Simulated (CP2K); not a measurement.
The O K edge of hydrogen sulfide monohydrate was computed by TDDFT (CP2K XAS_TDP, aug-cc-pVTZ, TDA) at these levels: PBE0, PBEh(45%) and PBEh(45%) + GW2X. The first three lines of O2 (bonded to 2 H, takes 1 H bond) with a strength over 0.0015, energy in eV and strength:

```
run           first          second           third
  1  520.97 (0.008)  522.49 (0.016)  522.71 (0.002)
  2  529.46 (0.015)  530.92 (0.032)  532.14 (0.005)
  3  533.72 (0.014)  535.18 (0.032)  536.40 (0.005)
```

Which run is which?

Run 1: PBE0 (25 % exact exchange). Run 2: PBEh(45%) (45 % exact exchange). Run 3: PBEh(45%) + GW2X (45 % exact exchange). Self-interaction lifts the core level, so the uncorrected lines rise with the share of exact exchange. The GW2X run keeps the spacings of its parent: 1.46 eV between the first two lines in run 3, 1.46 eV in run 2. Its shift is +4.26 eV, since the Kohn–Sham level at this share of exchange lies that far above the quasiparticle level.

[Banner, clock and machine lines of the logs are left out without a mark of their own.]

[Logs are printed without paths, hosts, clocks, repeated set-up lines and the standing remarks that a program may print on its own settings, such as how far it seeks lower states.]

[Hosts, paths, dates, database ids (printed as entryN), source tags and the programs' standing remarks are cut or masked in the printed files.]
